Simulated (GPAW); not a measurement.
# Optical response of WBrCl3O

Wanted: where WBrCl3O starts to absorb, how strongly, and its refractive index.

Program: GPAW 26.7.0. Level of theory: DFT, PBE, plane-wave PAW (GPAW data sets), scalar-relativistic, RPA, optical limit. Results are calculated unless marked as measured.

### 1. The starting structure

Symmetry: P1, No. 1, triclinic system. Conventional cell: a = 3.877 Å, b = 6.791 Å, c = 6.845 Å, α = 84.80°, β = 73.59°, γ = 73.50°. Nearest to W lie 2 O at 1.84 to 2.04 Å and 3 Cl at 2.32 to 2.33 Å and 1 Br at 2.48 Å. Nearest to Br lie 1 W at 2.48 Å. Cl has 1 W at 2.33 Å nearest. Cl has 1 W at 2.32 Å nearest. Nearest to Cl lie 1 W at 2.33 Å. Nearest to O lie 2 W at 1.84 to 2.04 Å. Farther neighbours and most contacts between anions are not listed.

Coordinates:

```cif
data_structure
_symmetry_space_group_name_H-M 'P 1'
_symmetry_Int_Tables_number 1
_cell_length_a 3.8771
_cell_length_b 6.7907
_cell_length_c 6.8453
_cell_angle_alpha 84.801
_cell_angle_beta 73.589
_cell_angle_gamma 73.499
_cell_volume 165.75
loop_
_atom_site_label
_atom_site_type_symbol
_atom_site_fract_x
_atom_site_fract_y
_atom_site_fract_z
_atom_site_occupancy
W1 W 0.03607 0.99782 0.99643 1
Br2 Br 0.81663 0.19339 0.31812 1
Cl3 Cl 0.31702 0.81389 0.69527 1
Cl4 Cl 0.13279 0.69259 0.18213 1
Cl5 Cl 0.01345 0.30384 0.81121 1
O6 O 0.56204 0.99846 0.99684 1
```

### 2. Ground state

First the ground state: is it a metal or has it a gap?

This step: DFT, PBE, plane-wave PAW (GPAW data sets), scalar-relativistic, ground state (GPAW 26.7.0).

gs.py

```python
from ase import Atoms
from ase.dft.bandgap import bandgap
from gpaw import GPAW, PW, FermiDirac

atoms = Atoms(['W', 'Br', 'Cl', 'Cl', 'Cl', 'O'],
              cell=[[3.877146955700, 0.000000000000, 0.000000000000],
                    [1.928729770000, 6.511032658000, 0.000000000000],
                    [1.933958394300, 0.074054125400, 6.565975414800]],
              scaled_positions=[[0.036066000000, 0.997819000000, 0.996431000000],
                                [0.816627000000, 0.193393000000, 0.318121000000],
                                [0.317019000000, 0.813893000000, 0.695272000000],
                                [0.132790000000, 0.692589000000, 0.182135000000],
                                [0.013454000000, 0.303843000000, 0.811206000000],
                                [0.562043000000, 0.998463000000, 0.996836000000]],
              pbc=[True, True, True])
atoms.calc = GPAW(mode=PW(500), xc='PBE', kpts={'size': (6, 4, 4), 'gamma': True},
                  occupations=FermiDirac(0.05), maxiter=150, txt='gs.txt')
print('energy (eV)', atoms.get_potential_energy())
print('Fermi level (eV)', atoms.calc.get_fermi_level())
print('valence electrons', atoms.calc.get_number_of_electrons())
print('gap (eV)', bandgap(atoms.calc, output=None)[0])
print('direct gap (eV)', bandgap(atoms.calc, direct=True, output=None)[0])
atoms.calc.write('gs.gpw')
```

Started as:

```console
OMP_NUM_THREADS=1 python gs.py
```

Numbers of over 12 decimals in the logs are rounded to 6 here.

The log of the run:

```text
__  _  _
 | _ |_)|_||  |
 |__||  | ||/\| - 26.7.0

Versions:
  Python: 3.12.14
  ASE:    3.29.0
  Numpy:  2.5.5
  Scipy:  1.18.1
  Libxc:  7.0.0

Input parameters:
  mode=PW(ecut=500.0),
  kpts=MonkhorstPack(size=(6, 4, 4), gamma=True),
  maxiter=150,
  occupations=Occupations(name='fermi-dirac', width=0.05, fixmagmom=False),
  xc=XC(name='PBE')

Diagonalizing LCAO Hamiltonian
Converting LCAO to pw mode

               W    O

              Cl
        Cl

         Cl
            Br

Atoms  # Å, Bohr magnetons
|   | symbol |        x |        y |        z |    initial magnetic moments |
| 0 |      W | 3.991412 | 6.570622 | 6.542541 | ( 0.0000,  0.0000,  0.0000) |
| 1 |     Br | 4.154419 | 1.282746 | 2.088775 | ( 0.0000,  0.0000,  0.0000) |
| 2 |     Cl | 4.143536 | 5.350772 | 4.565139 | ( 0.0000,  0.0000,  0.0000) |
| 3 |     Cl | 2.202905 | 4.522957 | 1.195894 | ( 0.0000,  0.0000,  0.0000) |
| 4 |     Cl | 2.207033 | 2.038405 | 5.326359 | ( 0.0000,  0.0000,  0.0000) |
| 5 |      O | 6.032728 | 6.574845 | 6.545201 | ( 0.0000,  0.0000,  0.0000) |

Unit cell  # Å
| periodic |        x |        y |        z |  lengths |    angles |
|      yes | 3.877147 | 0.000000 | 0.000000 | 3.877147 | 84.800898 |
|      yes | 1.928730 | 6.511033 | 0.000000 | 6.790695 | 73.589049 |
|      yes | 1.933958 | 0.074054 | 6.565975 | 6.845269 | 73.499401 |

Number of symmetries: 1
Symmetry operations  # r_c * U_cc + t_c -> r_c
|   | kind |            matrix            |
| 0 |  E   |  1, 0, 0,  0, 1, 0,  0, 0, 1 |

BZ-sampling:
  Number of BZ points: 96
  Number of IBZ points: 52

  Monkhorst-Pack size: [6, 4, 4]
  Monkhorst-Pack shift: [0.083333, 0.125, 0.125]

K-points  # in reciprocal-cell coordinates
|     |                                coordinates |     weight |
|   0 | (  0.00000000,   0.00000000,   0.00000000) | 0.01041667 |
|   1 | (  0.00000000,   0.00000000,   0.25000000) | 0.02083333 |
|   2 | (  0.00000000,   0.00000000,   0.50000000) | 0.01041667 |
|   3 | (  0.00000000,   0.25000000,  -0.25000000) | 0.02083333 |
|   4 | (  0.00000000,   0.25000000,   0.00000000) | 0.02083333 |
|   5 | (  0.00000000,   0.25000000,   0.25000000) | 0.02083333 |
|   6 | (  0.00000000,   0.25000000,   0.50000000) | 0.02083333 |
|   7 | (  0.00000000,   0.50000000,   0.00000000) | 0.01041667 |
|   8 | (  0.00000000,   0.50000000,   0.25000000) | 0.02083333 |
|   9 | (  0.00000000,   0.50000000,   0.50000000) | 0.01041667 |
| ... |                                            |            |
|  51 | (  0.50000000,   0.50000000,   0.50000000) | 0.01041667 |

Plane wave coefficients: 4236
Cutoff: 500.0 eV

Spin-components: 1 (collinear spins)
Bands:           33
Projectors:      31
Spin-degeneracy: 2
Datatype:        complex128

Parallelization:
  kpt:    1
  domain: 1
  band:   1

Density:
  Valence electrons: 48.0
  Components: 1
  Grid points: [20 36 36]
  Charge: 0.0  # |e|

Potential:
  Grid points: [20 36 36]

species:
  W:
    name:    Tungsten
    id:
    Z:       74.0
    valence: 14
    core:    60
    charge:  0.0  # [|e|]
    compensation charges:
      type: gauss
      rc: 0.40  # [Å]
      lmax: 2
    cutoffs:
      filter: 2.36  # [Å]
      core: 3.02  # [Å]
    projectors
    | kind |    occ | energy [eV] | rcut [Å] |
    |   5s |  2.000 |     -78.830 |    1.344 |
    |   6s |  2.000 |      -5.697 |    1.344 |
    |   5p |  6.000 |     -43.233 |    1.355 |
    |   6p |  0.000 |      -1.367 |    1.355 |
    |   5d |  4.000 |      -4.494 |    1.228 |
    |    d |        |      22.717 |    1.228 |

    Using partial waves for W as LCAO basis

  Br:
    name:    Bromine
    id:
    Z:       35.0
    valence: 7
    core:    28
    charge:  0.0  # [|e|]
    compensation charges:
      type: gauss
      rc: 0.35  # [Å]
      lmax: 2
    cutoffs:
      filter: 1.98  # [Å]
      core: 2.38  # [Å]
    projectors
    | kind |    occ | energy [eV] | rcut [Å] |
    |   4s |  2.000 |     -20.121 |    1.111 |
    |   4p |  5.000 |      -7.861 |    1.111 |
    |    s |        |       7.091 |    1.111 |
    |    p |        |      19.351 |    1.111 |
    |    d |        |       0.000 |    1.111 |

    Using partial waves for Br as LCAO basis

  Cl:
    name:    Chlorine
    id:
    Z:       17.0
    valence: 7
    core:    10
    charge:  0.0  # [|e|]
    compensation charges:
      type: gauss
      rc: 0.25  # [Å]
      lmax: 2
    cutoffs:
      filter: 1.40  # [Å]
      core: 1.49  # [Å]
    projectors
    | kind |    occ | energy [eV] | rcut [Å] |
    |   3s |  2.000 |     -20.689 |    0.794 |
    |   3p |  5.000 |      -8.594 |    0.794 |
    |    s |        |       6.523 |    0.794 |
    |    p |        |      18.617 |    0.794 |
    |    d |        |       0.000 |    0.794 |

    Using partial waves for Cl as LCAO basis

  O:
    name:    Oxygen
    id:
    Z:       8.0
    valence: 6
    core:    2
    charge:  0.0  # [|e|]
    compensation charges:
      type: gauss
      rc: 0.21  # [Å]
      lmax: 2
    cutoffs:
      filter: 1.17  # [Å]
      core: 0.83  # [Å]
    projectors
    | kind |    occ | energy [eV] | rcut [Å] |
    |   2s |  2.000 |     -23.961 |    0.688 |
    |   2p |  4.000 |      -9.029 |    0.598 |
    |    s |        |       3.251 |    0.688 |
    |    p |        |      18.182 |    0.598 |
    |    d |        |       0.000 |    0.619 |

    Using partial waves for O as LCAO basis

Reference energy: -549379.619873  # eV

eigensolver:
  PPCG
  Converge bands: occupied
  niter=2

density mixing:
  MSR1-Mixer
  Pratt-step length: 0.05
  Maximum mixing coefficient: 0.75
  Old densities: 10
  SVD Regularization: 0.005
  Good broyden scale: 1.0
  Trust region scale: 1.0
  Backstep threshold: 4.0
  History deletion threshold: 6.0
  Fourier metric: weight=20.0, sigma=0.015

occupation numbers:
  Fermi-Dirac:
    width: 0.0500  # eV

poisson solver:
  ecut: 4000.0  # eV

xc functional:
  name: PBE with 2 nearest neighbor stencil

convergence criteria:
- Maximum [total energy] change in last 3 cyles: 0.0005 eV / valence electron
- Maximum integral of absolute [dens]ity change: 0.0001 electrons / valence electron
- Maximum integral of absolute [eigenst]ate change: 4e-08 eV^2 / valence electron
maximum number of iterations: 150

SCF iterations
|iter     |      energy | eigst |  dens |
|iter:   1||  -33.618577 | -0.25 |       |
|iter:   2||  -32.371546 | -1.63 | -1.01 |
|iter:   3||  -30.180090 | -1.05 | -1.09 |
|iter:   4||  -30.133446 | -2.17 | -1.61 |
|iter:   5||  -30.123943 | -2.63 | -1.81 |
|iter:   6||  -30.113567c| -3.07 | -1.92 |
|iter:   7||  -30.110857c| -3.78 | -2.44 |
|iter:   8||  -30.110646c| -4.89 | -2.94 |
|iter:   9||  -30.110633c| -5.41 | -3.30 |
|iter:  10||  -30.110628c| -6.43 | -3.71 |
|iter:  11||  -30.110627c| -6.99 | -4.11c|
|iter:  12||  -30.110627c| -7.52c| -4.65c|

Converged in 12 steps
SCF loop duration: 135.386 s (11.282 s/step)
Energy contributions relative to reference atoms: (reference = -549379.619873)

Energy contributions:
  Kinetic:           9.505098
  Coulomb:         -17.230261
  Zero:              0.190312
  External:          0.000000
  Xc:              -22.575777
  Entropy:          -0.000000
  Spinorbit:         0.000000
  ----------------------------
  Free energy:     -30.110627
  Extrapolated:    -30.110627

dipole moment: (-3.580100, 42.193193, 41.651664)  # |e|*Ang

Fermi level: 0.983
Eigenvalues  # (at kpt = [0.000, 0.000, 0.000])
| band index |      eig [eV] | occ [0-2] |
|          0 |       -74.692 |     2.000 |
|        ... |               |           |
|         16 |        -1.719 |     2.000 |
|         17 |        -1.167 |     2.000 |
|         18 |        -1.051 |     2.000 |
|         19 |        -0.478 |     2.000 |
|         20 |        -0.339 |     2.000 |
|         21 |        -0.228 |     2.000 |
|         22 |         0.070 |     2.000 |
|         23 |         0.107 |     2.000 |
|         24 |         1.682 |     0.000 |
|         25 |         1.885 |     0.000 |
|         26 |         1.929 |     0.000 |
|         27 |         4.837 |     0.000 |
|         28 |         5.234 |     0.000 |
|         29 |         6.883 |     0.000 |
|         30 |         9.166 |     0.000 |
|         31 |         9.294 |     0.000 |
|         32 |         9.422 |     0.000 |

Gap: 1.520 eV
Transition (v -> c):
  (s=0, k=45, n=23, [0.50, 0.25, -0.25]) -> (s=0, k=0, n=24, [0.00, 0.00, 0.00])
Direct/indirect transitions are different
Direct gap: 1.575 eV
Transition at: (s=0, k=0, n=23, [0.00, 0.00, 0.00])

--- standard output ---
energy (eV) -30.110627
Fermi level (eV) 0.982619
valence electrons 48.0
gap (eV) 1.520282
direct gap (eV) 1.575305
```

The job ended after 2.4 min (1 thread of Arm Neoverse V1, shared host; peak memory 0.36 GiB).

Numbers from this step:

- energy: -30.11 eV
- Fermi energy: 0.9826 eV
- gap on the k-mesh: 1.520 eV
- direct gap on the mesh: 1.575 eV
- electrons: 48

There is a gap, 1.52 eV on this mesh (points off the mesh can give less), so no carriers' term is needed.

### 3. Bands for the response

At the fixed density, many empty bands are solved on the mesh of the response, since the spectrum sums over them.

This step: DFT, PBE, plane-wave PAW (GPAW data sets), scalar-relativistic, bands at fixed density (GPAW 26.7.0).

nscf.py

```python
from ase.dft.bandgap import bandgap
from gpaw import GPAW, FermiDirac

calc = GPAW('gs.gpw').fixed_density(kpts={'size': (8, 4, 4), 'gamma': True}, nbands=83, convergence={'bands': 77},
                                    occupations=FermiDirac(0.001), txt='nscf.txt')
print('gap (eV)', bandgap(calc, output=None)[0])
print('direct gap (eV)', bandgap(calc, direct=True, output=None)[0])
print('top band over the Fermi level (eV)', min(calc.get_eigenvalues(kpt=k)[76] for k in range(len(calc.get_ibz_k_points()))) - calc.get_fermi_level())
calc.write('full.gpw', mode='all')
```

Started as:

```console
OMP_NUM_THREADS=1 python nscf.py
```

The log of the run:

```text
Diagonalizing LCAO Hamiltonian
Converting LCAO to pw mode
convergence criteria:
- Maximum integral of absolute [eigenst]ate change: 4e-08 eV^2 / valence electron
maximum number of iterations: 150

SCF iterations
|iter     |      energy | eigst |  dens |
|iter:   1||             | +3.46 |       |
|iter:   2||             | +2.26 |       |
|iter:   3||             | +1.33 |       |
|iter:   4||             | +0.43 |       |
|iter:   5||             | -0.28 |       |
|iter:   6||             | -0.87 |       |
|iter:   7||             | -1.47 |       |
|iter:   8||             | -1.96 |       |
|iter:   9||             | -2.54 |       |
|iter:  10||             | -3.03 |       |
|iter:  11||             | -3.61 |       |
|iter:  12||             | -4.12 |       |
|iter:  13||             | -4.70 |       |
|iter:  14||             | -5.22 |       |
|iter:  15||             | -5.79 |       |
|iter:  16||             | -6.29 |       |
|iter:  17||             | -6.79 |       |
|iter:  18||             | -7.14 |       |
|iter:  19||             | -7.51c|       |
SCF steps: 19
  __  _  _
 | _ |_)|_||  |
 |__||  | ||/\| - 26.7.0

Versions:
  Python: 3.12.14
  ASE:    3.29.0
  Numpy:  2.5.5
  Scipy:  1.18.1
  Libxc:  7.0.0

Input parameters:
  mode=PW(ecut=500.0),
  convergence={'bands': 77},
  gpts=array([20, 36, 36]),
  kpts=MonkhorstPack(size=(8, 4, 4), gamma=True),
  maxiter=150,
  nbands=83,
  occupations=Occupations(name='fermi-dirac', width=0.001, fixmagmom=False),
  parallel={},
  xc=XC(name='PBE')

--- standard output ---
gap (eV) 1.520282
direct gap (eV) 1.575305
top band over the Fermi level (eV) 24.428212
```

Wall time 12 min (1 thread); peak memory 0.69 GiB.

(Part 1 of 2 ends here.)

[Machine, clock and banner lines and Python warnings are left out of the logs.]

[Logs are printed without paths, hosts, clocks, repeated set-up lines and the standing remarks that a program may print on its own settings, such as how far it seeks lower states.]

[Hosts, paths, dates, database ids (printed as entryN), source tags and the programs' standing remarks are cut or masked in the printed files.]
